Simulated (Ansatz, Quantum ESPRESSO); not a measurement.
# Lattice dynamics of GaP (F-43m) in two programs, part 2 of 4

Aim: the phonon dispersion of GaP (F-43m), checked by a second program.

Quantum ESPRESSO 7.5; DFT LDA, scalar-relativistic, plane waves, JTH PAW pseudopotentials.

So far, gap on the k-mesh (eV): step 2 (a first look) 1.49; step 3 (relaxation) 1.43. The relaxed cell has a = 5.391 Å (conventional setting).

## 5. Linear response on the mesh

Linear response treats each wavevector in the unit cell, with no supercell; the 4×4×4 mesh fixes the range of the force constants to be had.

File ph.in:

```
phonons
&INPUTPH
  prefix = 'x'
  outdir = './tmp'
  fildyn = 'x.dyn'
  tr2_ph = 1.0d-18
  epsil  = .true.
  ldisp  = .true.
  nq1    = 4
  nq2    = 4
  nq3    = 4
/
```

The run is started by

```sh
> OMP_NUM_THREADS=1 mpirun -n 4 ph.x -nk 4 -in ph.in > ph.out
```

Numbers of over 12 decimals in the logs are rounded to 6 here.

What it wrote:

```text
[banners, grids, parts of the stress and lines that vanish by symmetry left out]
[banner, memory and clock lines left out]
Program PHONON v.7.5

[...]
Exchange-correlation= PW
                           (   1   4   0   0   0   0   0)
[...]
(   8 q-points):
[...]
kinetic-energy cut-off    =      50.0000  Ry
     charge density cut-off    =     250.0000  Ry
     convergence threshold     =      1.0E-18
[...]
Exchange-correlation= PW
                           (   1   4   0   0   0   0   0)
[...]
q = (   0.0000000   0.0000000   0.0000000 )
     25 Sym.Ops. (with q -> -q+G )
     G cutoff =  657.3061  (  17573 G-vectors)     FFT grid: ( 40, 40, 40)
     G cutoff =  525.8449  (  12627 G-vectors)  smooth grid: ( 36, 36, 36)
     number of k points=    29
[...]
Mode symmetry, T_d (-43m)  point group:
[...]
Dielectric constant
[...]
End of electric fields calculation
          Dielectric constant in cartesian axis
          (      11.567059150       0.000000000      -0.000000000 )
          (       0.000000000      11.567059150       0.000000000 )
          (      -0.000000000      -0.000000000      11.567059150 )
          Effective charges (d Force / dE) in cartesian axis without acoustic sum rule applied (asr)
           atom    1  Ga    Mean Z*:        2.04856
      Ex  (        2.04856        0.00000       -0.00000 )
      Ey  (        0.00000        2.04856       -0.00000 )
      Ez  (        0.00000       -0.00000        2.04856 )
           atom    2  P     Mean Z*:       -2.17852
      Ex  (       -2.17852        0.00000       -0.00000 )
      Ey  (        0.00000       -2.17852       -0.00000 )
      Ez  (       -0.00000        0.00000       -2.17852 )
          Effective charges Sum: Mean:       -0.12996
[...]
Effective charges (d Force / dE) in cartesian axis with asr applied:
           atom    1  Ga    Mean Z*:        2.11354
[...]
atom    2  P     Mean Z*:       -2.11354
[...]
Representation #   1 modes #   1   2   3
[...]
End of self-consistent calculation
     Convergence has been achieved
     Representation #   2 modes #   4   5   6
[...]
End of self-consistent calculation
     Convergence has been achieved
[...]
Dielectric constant in cartesian axis
          (      11.567059150       0.000000000      -0.000000000 )
          (       0.000000000      11.567059150       0.000000000 )
          (      -0.000000000      -0.000000000      11.567059150 )
          Effective charges (d Force / dE) in cartesian axis without acoustic sum rule applied (asr)
           atom    1  Ga    Mean Z*:        2.04856
      Ex  (        2.04856        0.00000       -0.00000 )
      Ey  (        0.00000        2.04856       -0.00000 )
      Ez  (        0.00000       -0.00000        2.04856 )
           atom    2  P     Mean Z*:       -2.17852
      Ex  (       -2.17852        0.00000       -0.00000 )
      Ey  (        0.00000       -2.17852       -0.00000 )
      Ez  (       -0.00000        0.00000       -2.17852 )
          Effective charges Sum: Mean:       -0.12996
[...]
Effective charges (d Force / dE) in cartesian axis with asr applied:
           atom    1  Ga    Mean Z*:        2.11354
[...]
atom    2  P     Mean Z*:       -2.11354
[...]
Effective charges (d P / du) in cartesian axis
[...]
q = (    0.000000000   0.000000000   0.000000000 )
[...]
freq (    1) =       0.019652 [THz] =       0.655515 [cm-1]
     freq (    2) =       0.019652 [THz] =       0.655515 [cm-1]
     freq (    3) =       0.019652 [THz] =       0.655515 [cm-1]
     freq (    4) =      10.935018 [THz] =     364.752926 [cm-1]
     freq (    5) =      10.935018 [THz] =     364.752926 [cm-1]
     freq (    6) =      10.935018 [THz] =     364.752926 [cm-1]
[...]
Mode symmetry, T_d (-43m)  point group:
     freq (   1-   3) =          0.7  [cm-1]   --> T_2  G_15 P_4   I+R
     freq (   4-   6) =        364.8  [cm-1]   --> T_2  G_15 P_4   I+R
[...]
Mode symmetry, C_3v (3m)   point group:
[...]
Representation #   1 mode #   1
[...]
End of self-consistent calculation
     Convergence has been achieved
     Representation #   2 mode #   2
[...]
End of self-consistent calculation
     Convergence has been achieved
     Representation #   3 modes #   3   4
[...]
Convergence has been achieved
     Representation #   4 modes #   5   6
[...]
Convergence has been achieved
[...]
q = (   -0.250000000   0.250000000  -0.250000000 )
[...]
freq (    1) =       1.989587 [THz] =      66.365463 [cm-1]
     freq (    2) =       1.989587 [THz] =      66.365463 [cm-1]
     freq (    3) =       4.842828 [THz] =     161.539363 [cm-1]
     freq (    4) =      10.861093 [THz] =     362.287077 [cm-1]
     freq (    5) =      10.861093 [THz] =     362.287077 [cm-1]
     freq (    6) =      11.559912 [THz] =     385.597147 [cm-1]
[...]
Mode symmetry, C_3v (3m)   point group:
     freq (   1-   2) =         66.4  [cm-1]   --> E    L_3
     freq (   3-   3) =        161.5  [cm-1]   --> A_1  L_1
     freq (   4-   5) =        362.3  [cm-1]   --> E    L_3
     freq (   6-   6) =        385.6  [cm-1]   --> A_1  L_1
[...]
Mode symmetry, C_3v (3m)   point group:
[...]
Representation #   1 mode #   1
[...]
Convergence has been achieved
     Representation #   2 mode #   2
[...]
Convergence has been achieved
     Representation #   3 modes #   3   4
[...]
Convergence has been achieved
     Representation #   4 modes #   5   6
[...]
Convergence has been achieved
[...]
q = (    0.500000000  -0.500000000   0.500000000 )
[...]
freq (    1) =       2.364279 [THz] =      78.863862 [cm-1]
     freq (    2) =       2.364279 [THz] =      78.863862 [cm-1]
[...]
Mode symmetry, C_3v (3m)   point group:
     freq (   1-   2) =         78.9  [cm-1]   --> E    L_3
     freq (   3-   3) =        233.3  [cm-1]   --> A_1  L_1
     freq (   4-   5) =        362.7  [cm-1]   --> E    L_3
     freq (   6-   6) =        370.6  [cm-1]   --> A_1  L_1
[...]
Mode symmetry, C_2v (mm2)  point group:
[...]
Convergence has been achieved
[...]
Convergence has been achieved
[...]
Convergence has been achieved
[...]
Convergence has been achieved
[...]
q = (    0.000000000   0.500000000   0.000000000 )
[...]
Mode symmetry, C_2v (mm2)  point group:
     freq (   1-   1) =         89.0  [cm-1]   --> B_1  D_3  S_3
     freq (   2-   2) =         89.0  [cm-1]   --> B_2  D_4  S_4
     freq (   3-   3) =        166.6  [cm-1]   --> A_1  D_1  S_1
     freq (   4-   4) =        360.3  [cm-1]   --> B_1  D_3  S_3
     freq (   5-   5) =        360.3  [cm-1]   --> B_2  D_4  S_4
     freq (   6-   6) =        387.4  [cm-1]   --> A_1  D_1  S_1
[...]
Mode symmetry, C_s (m)     point group:
[...]
q = (    0.750000000  -0.250000000   0.750000000 )
[...]
Mode symmetry, C_s (m)     point group:
     freq (   1-   1) =         98.3  [cm-1]   --> A''
     freq (   2-   2) =        130.4  [cm-1]   --> A'
     freq (   3-   3) =        213.4  [cm-1]   --> A'
     freq (   4-   4) =        344.8  [cm-1]   --> A'
     freq (   5-   5) =        360.4  [cm-1]   --> A''
     freq (   6-   6) =        388.7  [cm-1]   --> A'
[...]
Mode symmetry, C_s (m)     point group:
[...]
q = (    0.500000000   0.000000000   0.500000000 )
[...]
Mode symmetry, C_s (m)     point group:
     freq (   1-   1) =         94.0  [cm-1]   --> A''
     freq (   2-   2) =        130.0  [cm-1]   --> A'
     freq (   3-   3) =        192.6  [cm-1]   --> A'
     freq (   4-   4) =        346.1  [cm-1]   --> A'
     freq (   5-   5) =        358.8  [cm-1]   --> A''
     freq (   6-   6) =        391.9  [cm-1]   --> A'
[...]
Mode symmetry, D_2d (-42m) point group:
[...]
Representation #   3 modes #   3   4
[...]
Convergence has been achieved
     Representation #   4 modes #   5   6
[...]
Convergence has been achieved
[...]
q = (    0.000000000  -1.000000000   0.000000000 )
[...]
freq (    5) =      10.853878 [THz] =     362.046409 [cm-1]
     freq (    6) =      10.999910 [THz] =     366.917508 [cm-1]
[...]
Mode symmetry, D_2d (-42m) point group:
     freq (   1-   2) =        101.3  [cm-1]   --> E    X_5  W_3
     freq (   3-   3) =        251.4  [cm-1]   --> B_2  X_3  W_2
     freq (   4-   5) =        362.0  [cm-1]   --> E    X_5  W_3
     freq (   6-   6) =        366.9  [cm-1]   --> A_1  X_1  W_1
[...]
Mode symmetry, S_4 (-4)    point group:
[...]
Convergence has been achieved
[...]
Convergence has been achieved
[...]
Convergence has been achieved
[...]
Convergence has been achieved
     Representation #   5 mode #   5
[...]
End of self-consistent calculation
     Convergence has been achieved
     Representation #   6 mode #   6
[...]
End of self-consistent calculation
     Convergence has been achieved
[...]
q = (   -0.500000000  -1.000000000   0.000000000 )
[...]
freq (    1) =       3.695725 [THz] =     123.276113 [cm-1]
     freq (    2) =       4.272675 [THz] =     142.521101 [cm-1]
     freq (    3) =       6.490914 [THz] =     216.513594 [cm-1]
     freq (    4) =       9.845430 [THz] =     328.408184 [cm-1]
     freq (    5) =      10.918545 [THz] =     364.203456 [cm-1]
     freq (    6) =      11.790362 [THz] =     393.284145 [cm-1]
[...]
Mode symmetry, S_4 (-4)    point group:
     freq (   1-   1) =        123.3  [cm-1]   --> B    W_3
     freq (   2-   2) =        142.5  [cm-1]   --> E*   W_2
     freq (   3-   3) =        216.5  [cm-1]   --> E    W_4
     freq (   4-   4) =        328.4  [cm-1]   --> A    W_1
     freq (   5-   5) =        364.2  [cm-1]   --> E*   W_2
     freq (   6-   6) =        393.3  [cm-1]   --> B    W_3
```

It took 43 min on 4 MPI ranks of Arm Neoverse V1, shared host; 2.9 h of CPU time.

Read from the output:

| Item | Value |
| --- | --- |
| miss of the charge sum rule | 0.1300 e |
| largest acoustic frequency at the zone centre before the sum rule | 0.66 cm⁻¹ |
| highest optical zone-centre mode (no LO-TO term) | 364.8 cm⁻¹ |
| lowest optical zone-centre mode | 364.8 cm⁻¹ |
| mean high-frequency dielectric constant | 11.57 |
| largest Born charge in size (third of the trace) | 2.179 e |
| lowest mode on the q mesh (acoustic ones at the zone centre apart) | 66.37 cm⁻¹ |

Frequencies (cm⁻¹) at each irreducible wavevector; negative means imaginary. Frequencies by wavevector:

```csv
q (fractions),star,mode 1,mode 2,mode 3,mode 4,mode 5,mode 6
0 0 0,1,0.66,0.66,0.66,364.8,364.8,364.8
0 0 0.25,8,66.37,66.37,161.5,362.3,362.3,385.6
0 0 -0.5,4,78.86,78.86,233.3,362.7,362.7,370.6
0 0.25 0.25,6,89.02,89.02,166.6,360.3,360.3,387.4
0 0.25 -0.5,24,98.29,130.3,213.4,344.8,360.4,388.7
0 0.25 -0.25,12,94.03,130,192.6,346.1,358.8,391.9
0 -0.5 -0.5,3,101.3,101.3,251.4,362.1,362.1,366.9
0.25 -0.5 -0.25,6,123.3,142.5,216.5,328.4,364.2,393.3
```

Born charge (rows field, columns displacement), before the sum rule (e), principal values of the symmetric part by kind of site:

```csv
atom,atoms with these values,low,middle,high,mean
Ga1,1,2.05,2.05,2.05,2.05
P2,1,-2.18,-2.18,-2.18,-2.18
```

In full for Ga1:

```
2.05 0.00 0.00
0.00 2.05 0.00
0.00 0.00 2.05
```

High-frequency dielectric tensor:

```
11.57  0.00  0.00
 0.00 11.57  0.00
 0.00  0.00 11.57
```

The acoustic modes at Γ come out as far as 0.7 cm⁻¹ from zero, where they should vanish, a small numerical error; the Born charges miss their sum rule by 0.13 e, too much: mesh or cutoff is short for the field response.

## 6. Fourier transform to real space

The dynamical matrices of the mesh are Fourier-transformed to force constants in real space, after the long-range dipole part is taken out.

File q2r.in:

```
&INPUT
  fildyn = 'x.dyn'
  zasr   = 'simple'
  flfrc  = 'x.fc'
/
```

The run is started by

```sh
> q2r.x < q2r.in > q2r.out
```

What it wrote:

```text
[banners, grids, parts of the stress and lines that vanish by symmetry left out]
[banner, memory and clock lines left out]
Program Q2R v.7.5

  reading grid info from file x.dyn0

  reading force constants from file x.dyn1
 macroscopic fields = T
  11.56706   0.00000  -0.00000
   0.00000  11.56706  -0.00000
[...]
na=            1
[...]
na=            2
[...]
0.00000  -2.17852  -0.00000
  -0.00000   0.00000  -2.17852
  alpha Ewald:    2.629224
  nqs=            1
 q=   0.00000000  0.00000000  0.00000000
  reading force constants from file x.dyn2
  alpha Ewald:    2.629224
  nqs=            8
 q=  -0.25000000  0.25000000 -0.25000000
[...]
reading force constants from file x.dyn7
  alpha Ewald:    2.629224
  nqs=            3
[...]
reading force constants from file x.dyn8
  alpha Ewald:    2.629224
  nqs=            6
[...]
q=   0.00000000 -0.50000000 -1.00000000
 q=   0.00000000  0.50000000 -1.00000000

      q-space grid ok, #points =   64

      fft-check success (sum of imaginary terms < 10^-12)
```

It took 0.47 s on 1 thread.

## 7. Interpolated phonon bands

From the force constants any wavevector is cheap; points of the mesh come back as solved, but for the sum rule and, in polar crystals, the LO-TO term at Γ; the rest is interpolation.

File matdyn.in:

```
&INPUT
  asr              = 'simple'
  flfrc            = 'x.fc'
  flfrq            = 'x.freq'
  flvec            = 'x.modes'
  q_in_band_form   = .true.
  q_in_cryst_coord = .true.
/
8
  0.0000000   0.0000000   0.0000000  12  ! GAMMA
  0.0000000   0.5000000   0.5000000  12  ! X
  0.0000000   0.6250000   0.3750000   1  ! U
 -0.3750000   0.3750000   0.0000000  12  ! K
  0.0000000   0.0000000   0.0000000  12  ! GAMMA
 -0.0000000   0.5000000  -0.0000000  12  ! L
 -0.2500000   0.5000000   0.2500000  12  ! W
  0.0000000   0.5000000   0.5000000   1  ! X
```

The run is started by

```sh
> matdyn.x -in matdyn.in > matdyn.out
```

What it wrote:

```text
[banner, memory and clock lines left out]
Program MATDYN v.7.5

 mass for atomic type   1 not given; uses mass from file x.fc
 mass for atomic type   2 not given; uses mass from file x.fc
```

Wall time 0.47 s (1 thread).

Read from the output:

```yaml
lowest_frequency_on_the_path: 0 cm⁻¹
```

Matdyn.x, sum rule simple. The phonon branches at the labelled points (cm⁻¹):

```csv
point,branch 1,branch 2,branch 3,branch 4,branch 5,branch 6
Γ,0,0,0,365,365,394
halfway,89,89,167,360,360,387
X,101,101,251,362,362,367
halfway,103,114,244,348,361,381
U,106,133,227,336,360,393
jump to K,106,133,227,336,360,393
halfway,78,112,166,359,360,386
Γ,0,0,0,365,365,394
halfway,66,66,162,362,362,386
L,79,79,233,363,363,371
halfway,102,126,215,340,361,391
W,123,142,216,328,364,393
halfway,112,120,236,340,363,385
X,101,101,251,362,362,367
```

The phonon branches as a text plot (rows in cm⁻¹):

```
    388 |*********      **********************      ***********
    371 |***      ******          *********   ******     ***** **
    355 |   ***********************        **************     ***
    338 |               *******                      ****   ***
    322 |                                                ***
    305 |
    289 |
    272 |
    256 |           ***                                         *
    239 |          *   **                        **          ***
    223 |         *      ***                    *  ****  ****
    206 |        *          **                **       **
    190 |       *             *              *
    173 |      *               **
    157 |                                   *
    140 |     *           ****   *         *           ******
    124 |    *          **    **  *                  ** ******
    107 |         ************  *         *           **     ****
     91 |   *  ***            ** * *     *         ***
     74 |    **                 *** *       ********
     58 |  **                     **    * **
     41 |  *                       ****  *
     25 | *                         *** *
      8 |*                           ***
         Γ           X  U|K            Γ         L        W     X
```

All branches are real along the path.

## 8. Density of states

Sums over the zone need many more wavevectors than were solved, so the interpolation is sampled on a dense mesh.

File matdyn.in:

```
&INPUT
  asr    = 'simple'
  flfrc  = 'x.fc'
  dos    = .true.
  fldos  = 'x.dos'
  nk1    = 14
  nk2    = 14
  nk3    = 14
  deltaE = 1.0
/
```

The run is started by

```sh
> matdyn.x -in matdyn.in > matdyn.out
```

What it wrote:

```text
[banner, memory and clock lines left out]
Program MATDYN v.7.5

 mass for atomic type   1 not given; uses mass from file x.fc
 mass for atomic type   2 not given; uses mass from file x.fc
```

Run time: 3 s. Hardware: 1 thread.

This step gave:

- share of modes beyond 3i cm⁻¹ on the dense interpolated mesh: 0
- zero-point energy per atom: 46.91 meV
- heat capacity at 300 K: 21.66 J/(mol atoms K)
- vibrational entropy at 300 K: 25.79 J/(mol atoms K)

The phonon density of states has structure finer than the step of the table below, so its rows give means over 10 cm⁻¹, whole bins alone (the curve runs from 0 to 396 cm⁻¹). Peaks (cm⁻¹: height): total 362.0: 0.458, 386.0: 0.0980; Ga 104.0: 0.0415, 214.0: 0.0384, 362.0: 0.108, 386.0: 0.0175; P 362.0: 0.350, 386.0: 0.0805.

Tetrahedra. Table of phonon density of states by wavenumber; means over each step; values in 1/cm⁻¹/cell:

```csv
wavenumber (cm⁻¹),total,Ga,P
10,3.6e-5,2.4e-5,1.1e-5
20,1.6e-4,1.1e-4,4.7e-5
30,6.8e-4,4.8e-4,2.1e-4
40,0.00127,8.9e-4,3.8e-4
50,0.00261,0.00185,7.5e-4
60,0.00416,0.00299,0.00117
70,0.00754,0.00549,0.00205
80,0.0177,0.0131,0.00459
90,0.0280,0.0211,0.00687
100,0.0399,0.0309,0.00895
110,0.0402,0.0319,0.00831
120,0.0270,0.0218,0.00525
130,0.0263,0.0215,0.00480
140,0.0117,0.00958,0.00214
150,0.00224,0.00172,5.2e-4
160,0.00291,0.00228,6.4e-4
170,0.00380,0.00304,7.6e-4
180,0.00514,0.00421,9.2e-4
190,0.00718,0.00608,0.00110
200,0.0111,0.00974,0.00132
210,0.0243,0.0226,0.00169
220,0.0246,0.0235,0.00109
230,0.00795,0.00766,3.0e-4
240,0.00316,0.00309,8.1e-5
250,5.2e-4,5.2e-4,8.5e-6
260,0,0,0
270,0,0,0
280,0,0,0
290,0,0,0
300,0,0,0
310,0,0,0
320,0,0,0
330,0.00656,1.7e-4,0.00638
340,0.0295,0.00194,0.0275
350,0.0292,0.00398,0.0252
360,0.139,0.0325,0.107
370,0.00465,0.00109,0.00357
380,0.0266,0.00400,0.0226
390,0.0685,0.0116,0.0569
```

Harmonic thermodynamic functions per atom, summed over the density of states scaled to three modes an atom; melting is ignored. Thermodynamic functions:

```csv
T (K),F_vib (meV/atom),S (J/mol-atom/K),C_V (J/mol-atom/K)
0,46.91,0,0
50,46.62,2.106,4.703
100,44.2,7.316,10.82
200,31.16,17.58,18.59
300,8.51,25.79,21.66
400,-21.68,32.23,22.99
500,-57.87,37.44,23.66
600,-98.99,41.79,24.04
700,-144.3,45.51,24.27
800,-193.2,48.76,24.43
900,-245.2,51.65,24.53
1000,-300.1,54.24,24.61
```

At 300 K the heat capacity has reached 87 % of the Dulong-Petit value.

## 9. Modes with the sum rule

A rigid shift of the crystal must cost nothing, but grids and finite bases break this; the acoustic sum rule is imposed before the matrix is diagonalised again. With Born charges the intensities follow, and the static dielectric tensor.

File dynmat.in:

```
&INPUT
  fildyn = 'x.dyn1'
  asr    = 'simple'
  fileig = 'dynmat.eig'
  lperm  = .true.
/
```

The run is started by

```sh
> dynmat.x -in dynmat.in > dynmat.out
```

What it wrote:

```text
[banner, memory and clock lines left out]
Program DYNMAT v.7.5

     Reading Dynamical Matrix from file x.dyn1
     ...Force constants read
     ...epsilon and Z* read
     A direction for q was not specified:TO-LO splitting will be absent

     Polarizability (A^3 units)
     multiply by 0.221124 for Clausius-Mossotti correction
        32.943427    0.000000   -0.000000
         0.000000   32.943427   -0.000000
        -0.000000    0.000000   32.943427

     IR activities are in (D/A)^2/amu units

# mode   [cm-1]    [THz]      IR
    1      0.00    0.0000    0.0000
    2      0.00    0.0000    0.0000
    3      0.00    0.0000    0.0000
    4    364.75   10.9350    4.8054
    5    364.75   10.9350    4.8054
    6    364.75   10.9350    4.8054

Electronic dielectric permittivity tensor (relative, adimensional)
        11.567059    0.000000   -0.000000
         0.000000   11.567059   -0.000000
        -0.000000    0.000000   11.567059

 ... with zone-center polar mode contributions
        13.533432    0.000000    0.000000
         0.000000   13.533432    0.000000
         0.000000    0.000000   13.533432
```

Run time: 0.45 s. Hardware: 1 thread.

Read from the output:

```yaml
mean_static_dielectric_constant: 13.53
```

Unit eigenvectors of the mass-weighted matrix after the sum rule; no LO-TO term. Modes at Γ, with each element's share of the kinetic energy:

```csv
mode,frequency (cm⁻¹),symmetry,Ga %,P %
1,0.0,acoustic,69,31
2,0.0,acoustic,69,31
3,0.0,acoustic,69,31
4,364.8,T2,31,69
5,364.8,T2,31,69
6,364.8,T2,31,69
```

Displacements in mode 5 (364.8 cm⁻¹), the largest set to 1:
```
Ga1  0.00  0.00 -0.44
P2   0.00  0.00  1.00
```

Degenerate modes summed, no LO-TO term. Lines of the infrared spectrum (strongest = 100):

```csv
position (cm⁻¹),lines merged,label,"IR intensity, relative"
365,3,T2,100
```

Static dielectric tensor (ions relaxed, fixed cell):

```
13.53  0.00  0.00
 0.00 13.53  0.00
 0.00  0.00 13.53
```

The rule moves no optical mode by more than 0.1 cm⁻¹.

(Part 2 of 4 ends here.)

[Host names and launcher messages were left out of these logs when they were recorded.]

[Logs are printed without paths, hosts, clocks, repeated set-up lines and the standing remarks that a program may print on its own settings, such as how far it seeks lower states.]

[Hosts, paths, dates, database ids (printed as entryN), source tags and the programs' standing remarks are cut or masked in the printed files.]
